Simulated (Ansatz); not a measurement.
# ZrSeS monolayer, Janus under uniaxial strain along the armchair direction, normal to a, with the width clamped, part 3 of 3

Aim: how do the optical modes of ZrSeS monolayer, Janus shift and split under this strain?

Ansatz 0.2.0; DFT PBEsol, scalar-relativistic, plane waves, PAW; PAW set soft_1.

So far, highest optical mode at the zone centre (no LO-TO term) (cm⁻¹): step 6 (zone-centre response at rest) 319; step 8 (strain 5 %) 302.

**9. A member of the series: uniaxial strain of -3 % along the armchair direction, normal to a, with the width clamped (continued)**

The steps of the relaxation:

```tsv
step	energy less that of the first step (eV)	largest force component (eV/Å)
1	0.0000	0.1030
2	0.0011	0.1919
3	-0.0011	0.0130
4	-0.0011	0.0072
5	-0.0012	0.0020
6	-0.0012	0.0001
```

Relaxation step 2 was tried and not accepted.

The run keeps the 2 symmetry operations that it works with, so distortions that break them were not tested.

The atoms that moved most (Å):

```tsv
atom	dx	dy	dz	length
S2	0.000	0.007	0.009	0.011
Se3	0.000	-0.005	-0.008	0.010
```

Final coordinates:

```xyz
3
Lattice="3.6853 0.0000 0.0000 -1.8427 3.0958 0.0000 0.0000 0.0000 30.0000" Properties=species:S:1:pos:R:3
Zr    0.0000   -0.0050   10.0467
S     0.0000    2.0830   11.4642
Se    1.8427    1.0179    8.3890
```

This step gave:

- gap on the k-mesh: 0.2564 eV
- area per atom: 3.803 Å²

The largest force component left is 0.094 meV/Å.

**10. Zone-centre modes of the member: uniaxial strain of -3 % along the armchair direction, normal to a, with the width clamped**

The zone-centre modes follow for uniaxial strain of -3 % along the armchair direction, normal to a, with the width clamped.

input.yaml reads:

```yaml
crystal:
  lattice:
    - [3.685334151, 0.0, 0.0]
    - [-1.8426670755, 3.0958452062, 0.0]
    - [0.0, 0.0, 30.0]
  atoms:
    - { symbol: Zr, position: [-0.0008142801, -0.0016285602, 0.3348916038] }
    - { symbol: S, position: [0.3364156922, 0.6728313844, 0.3821402557] }
    - { symbol: Se, position: [0.6643985879, 0.3287971757, 0.2796348071] }
  periodic: [true, true, false]
kpoints:
  mp_grid: { grid: [12, 12, 1] }
hamiltonian:
  xc: pbesol
  pseudopotentials: { kind: paw, azcp: { folder: soft_1 }, xc_functional: pbe }
scf:
  occupations: { method: fixed }
output:
  eigenvalues: true
phonons:
  method: dfpt
```

Launch:

```sh
$ ansatz run input.yaml --threads 4 --pin off --max-ram 16384MiB --backend cpu --events-out ev --progress --plain --runs-dir out
```

Numbers of over 12 decimals in the logs are rounded to 6 here.

The program printed:

```text
[...]
Crystal: 3 atoms, lattice volume = 342.277 Å³
Basis set: ecut = 420 eV, 6633 PW (Γ), exchange–correlation on 50×50×432 points (8 copies of the dense FFT grid, shifted against one another)
Bands: 21, of which v1, the nominal top of the filled ones, is band 17 counted from 1 (16 counted from 0)
Symmetry: 2 space group operations
k-points: 43 of 144 (time reversal used)
[...]
k-point 2: bands = [... 13 lower, -8.5593, -7.3101, -6.5609, -6.4628, -4.4822, -3.7480, -3.4066, -1.7165]
  k-point 42: bands = [... 13 lower, -8.6714, -8.2899, -8.0391, -7.2694, -3.9299, -3.4388, -2.6680, -1.4204]
[...]
ASR residual: 2.792e-4 → 0.000e0 eV/Å²; symmetrization residual: 3.866e-6 eV/Å²
  ASR residual per site (eV/Å²): 4.64e-5 2.79e-4 1.15e-4
  Γ frequencies (cm⁻¹): 0.00 0.00 0.00 112.66 113.26 223.46 225.12 233.04 330.03
[...]
[key lines of the parts left out:]
SCF converged after 12 iterations
Free energy (F): -10442.077459 eV
Fermi energy:    -5.555240 eV
```

Wall time 2 min (4 threads of Arm Neoverse V1, shared host); peak memory 1.5 GiB; 7.6 min of CPU time.

This step gave:

```yaml
sum_rule_residual_before_enforcement: 2.79e-4 eV/Å²
highest_optical_mode_at_the_zone_centre_no_lo_to_term: 330.0 cm⁻¹
lowest_optical_zone_centre_mode: 112.7 cm⁻¹
```

Without the LO-TO term. Patterns of degenerate modes are one choice out of their space. Modes at Γ, with each element's share of the kinetic energy:

```tsv
mode	frequency (cm⁻¹)	symmetry	Zr %	S %	Se %
1	0.0	acoustic	45	16	39
2	0.0	acoustic	45	16	39
3	0.0	acoustic	45	16	39
4	112.7	A'	49	0	51
5	113.3	A''	48	0	52
6	223.5	A'	6	84	10
7	225.1	A''	7	84	9
8	233.0	A'	21	19	60
9	330.0	A'	33	65	1
```

Displacements in mode 4 (112.7 cm⁻¹), the largest set to 1:
```
Zr1  0.00 -0.91  0.05
S2   0.00  0.12  0.00
Se3  0.00  1.00 -0.06
```

Displacements in mode 6 (223.5 cm⁻¹), the largest set to 1:
```
Zr1  0.00 -0.16  0.00
S2   0.00  1.00 -0.06
Se3  0.00 -0.22  0.02
```

The lowest optical mode is real, 113 cm⁻¹, and the highest lies at 330.0 cm⁻¹.

For the highest optical mode at the zone centre (no LO-TO term), step 6 gave 319 cm⁻¹; this run, with strain -3 %, gives 330 cm⁻¹ (+3 %).

**11. The series together**

The members are set side by side, also those not shown above.

Energies are extrapolated to zero smearing, and E0 is that at rest; the cell is clamped and the atoms are relaxed. State of the crystal along the series:

```tsv
strain (%)	E - E0 (meV/atom)	gap on mesh (eV)
-3	8.301	0.2564
-2	3.642	0.365
-1	0.8985	0.4704
0	0	0.5727
1	0.8751	0.5973
2	3.45	0.6212
3	7.649	0.6444
4	13.4	0.667
5	20.62	0.6891
```

Optical modes are counted from below at rest and tracked from member to member by their patterns, and modes that stay within 0.3 cm⁻¹ of each other stand once; labels, where given, are those at rest, then, where named, those of the strained cell; the cell is clamped and the atoms are relaxed. Optical modes along the series:

```tsv
strain (%)	optical mode 1 E to A' single part (cm⁻¹)	optical mode 2 E to A'' single part (cm⁻¹)	optical mode 3 E to A' single part (cm⁻¹)	optical mode 4 E to A'' single part (cm⁻¹)	optical mode 5 A1 to A' (cm⁻¹)	optical mode 6 A1 to A' (cm⁻¹)
-3	112.7	113.3	223.5	225.1	233	330
-2	114.9	114.9	223.8	224.4	231.2	326.5
-1	116.1	116	223.7	223.7	229.4	323
0	116.6	116.6	223.1	223.1	227.6	319.4
1	116.3	116.8	222.1	222.4	225.8	315.9
2	115.3	116.7	220.9	221.7	224.1	312.5
3	113.8	116.3	219.2	220.9	222.4	309.1
4	111.6	115.6	217.3	220.2	220.7	305.7
5	108.8	114.7	215.2	219.4	219.1	302.4
```

Value and slope at zero strain of a cubic (a lower polynomial where under five rows exist) through the rows within 2 % of rest. Slopes at rest:

```tsv
mode	frequency (cm⁻¹)	shift per percent of strain (cm⁻¹)
optical mode 1 E to A' single part	116.6	0.09
optical mode 2 E to A'' single part	116.6	0.39
optical mode 3 E to A' single part	223.1	-0.79
optical mode 4 E to A'' single part	223.1	-0.61
optical mode 5 A1 to A'	227.6	-1.8
optical mode 6 A1 to A'	319.5	-3.53
```

**12. Results**

- members: 9
- highest optical mode at the zone centre (no LO-TO term), at rest: 319.4 cm⁻¹
- optical mode 3 E to A' single part, shift per percent: -0.79 cm⁻¹
- optical mode 4 E to A'' single part, shift per percent: -0.61 cm⁻¹
- optical mode 5 A1 to A', shift per percent: -1.80 cm⁻¹
- optical mode 6 A1 to A', shift per percent: -3.53 cm⁻¹

The strain lowers the symmetry: the level at 223.1 cm⁻¹ splits, into 215.2 and 219.4 cm⁻¹ at +5 %. Within 2 % of rest optical mode 1 E to A' single part, optical mode 2 E to A'' single part and optical mode 3 E to A' single part bend away from a straight line, so a single slope holds only near rest. The fastest shift in the table of slopes is -3.5 cm⁻¹ for each percent (optical mode 6 A1 to A'). The width is clamped, so the contraction across the strain that a free sheet shows is left out. These are harmonic frequencies at zero temperature: anharmonic shifts, linewidths and thermal expansion are left out. The starting cell was built on a prototype and not taken from a measurement. The PAW files were made for PBE; the program adapts parts of them to the functional of the run, but their partial waves stay those of PBE, an approximation that was not tested in this session. Only the zone centre was solved, so an instability at another wavevector cannot show here. In a sheet the LO-TO splitting vanishes at the zone centre, so no such term is missing here.

[Logs are printed without paths, hosts, clocks, repeated set-up lines and the standing remarks that a program may print on its own settings, such as how far it seeks lower states.]

[Hosts, paths, dates, database ids (printed as entryN), source tags and the programs' standing remarks are cut or masked in the printed files.]
